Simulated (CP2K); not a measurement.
The C K edge of methylthioacetylene was computed by TDDFT (CP2K XAS_TDP, aug-cc-pVDZ, TDA) at these levels: PBE, PBEh(45%) and PBEh(45%) + GW2X. The first three lines of C1 (bonded to C and H) with a strength over 0.0015, energy in eV and strength:

```
run           first          second           third
  1  268.22 (0.015)  269.02 (0.004)  269.50 (0.016)
  2  281.43 (0.050)  282.53 (0.043)  284.37 (0.004)
  3  287.19 (0.049)  288.29 (0.042)  290.13 (0.004)
```

**Question.** Which run is which?

Run 1: PBE (0 % exact exchange). Run 2: PBEh(45%) (45 % exact exchange). Run 3: PBEh(45%) + GW2X (45 % exact exchange). Self-interaction lifts the core level, so the uncorrected lines rise with the share of exact exchange. The GW2X run keeps the spacings of its parent: 1.10 eV between the first two lines in run 3, 1.10 eV in run 2. Its shift is +5.76 eV, since the Kohn–Sham level at this share of exchange lies that far above the quasiparticle level.

[Banner, clock and machine lines of the logs are left out without a mark of their own.]

[Logs are printed without paths, hosts, clocks, repeated set-up lines and the standing remarks that a program may print on its own settings, such as how far it seeks lower states.]

[Hosts, paths, dates, database ids (printed as entryN), source tags and the programs' standing remarks are cut or masked in the printed files.]
